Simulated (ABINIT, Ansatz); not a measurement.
# Calculated records

**How the form of the self-energy moves the gap of CaC2 (Immm)**

The structure is orthorhombic, space group Immm (No. 71). Conventional cell: a = 3.790 Å, b = 4.887 Å, c = 5.360 Å, α = 90.00°, β = 90.00°, γ = 90.00°. Ca has 8 C at 2.62 to 2.75 Å nearest. Nearest to C lie 1 C at 1.26 Å and 4 Ca at 2.62 to 2.75 Å. Farther neighbours, and contacts between anions beyond the nearest, are not listed.

```xyz
3
Lattice="-1.8949 2.4433 2.6801 1.8949 -2.4433 2.6801 1.8949 2.4433 -2.6801" Properties=species:S:1:pos:R:3 pbc="T T T"
Ca    0.0000    0.0000    0.0000
C     1.8949    1.8141    0.0000
C     0.0000    0.6292    2.6801
```

* method: RPA screening on PBEsol, plane waves, norm-conserving pseudopotentials (and 3 further levels or steps)
* program: ABINIT 10.8.3
* settings: cutoff 37 Ha, PseudoDojo scalar-relativistic 0.4.1 standard, norm-conserving, ngkpt (4, 4, 4), nband 41, ecuteps 4.2 Ha, gwcalctyp 2, nfreqre 16, nfreqim 8, inclvkb 2, freqremax 40 eV, spmeth 1, nomegasf 120, shiftk (0, 0, 0), symchi 1, awtr 1, frequency cd, 4×4×4 k-mesh
* cost: 8 runs, 4.7 min in all on 4 MPI ranks of Arm Neoverse V1, shared host
* notes: The program’s warnings: Min real frequency set to default [Ha] = and nkpt*nsppol () is not a multiple of nproc spkpt (). The cell and positions are those that the Materials Project relaxed with its own functionals (PBE, PBE+U or r2SCAN), kept fixed. The 4×4×4 mesh is coarse for this cell, which bears on the long-range parts of exchange and screening.
* G0W0, Godby-Needs plasmon pole: 4.430 eV
* G0W0, Hybertsen-Louie plasmon pole: 4.572 eV
* G0W0, von der Linden-Horsch plasmon pole: 4.548 eV
* one-shot Hartree-Fock: 10.274 eV
* G0W0, contour deformation: 4.401 eV
* known limits: short of the basis limit; coarse k mesh

G0W0, Hybertsen-Louie plasmon pole: +0.142 eV against G0W0, Godby-Needs plasmon pole. G0W0, von der Linden-Horsch plasmon pole: +0.118 eV against G0W0, Godby-Needs plasmon pole.

[Long decimals in the printed logs are rounded to 6 places.]

[Logs are printed without paths, hosts, clocks, repeated set-up lines and the standing remarks that a program may print on its own settings, such as how far it seeks lower states.]

[Paths, hosts, dates, memory and timing lines, banners, echoed tables and standing remarks are left out of the program output; an Ansatz launch command may be rebuilt from the run's recorded settings. Measured values are a selection of at most five: reports struck by readers or far from the other reports are left out. None is set beside runs whose start may be inverted or whose files or cutoffs have a known fault.]

[Runs of the session that timed out or met a known fault of the program may be left out.]

[Hosts, paths, dates, database ids (printed as entryN), source tags and the programs' standing remarks are cut or masked in the printed files.]

[G0W0 gaps are taken among the corrected bands and points alone; a level outside them can change the order at an edge.]

[Where Ansatz stands beside ABINIT at settings called matched, ABINIT's density can come from a denser mesh and the files from another edition; pairs whose starting gaps differed by over 0.03 eV were left out, so agreement reads better than it is.]
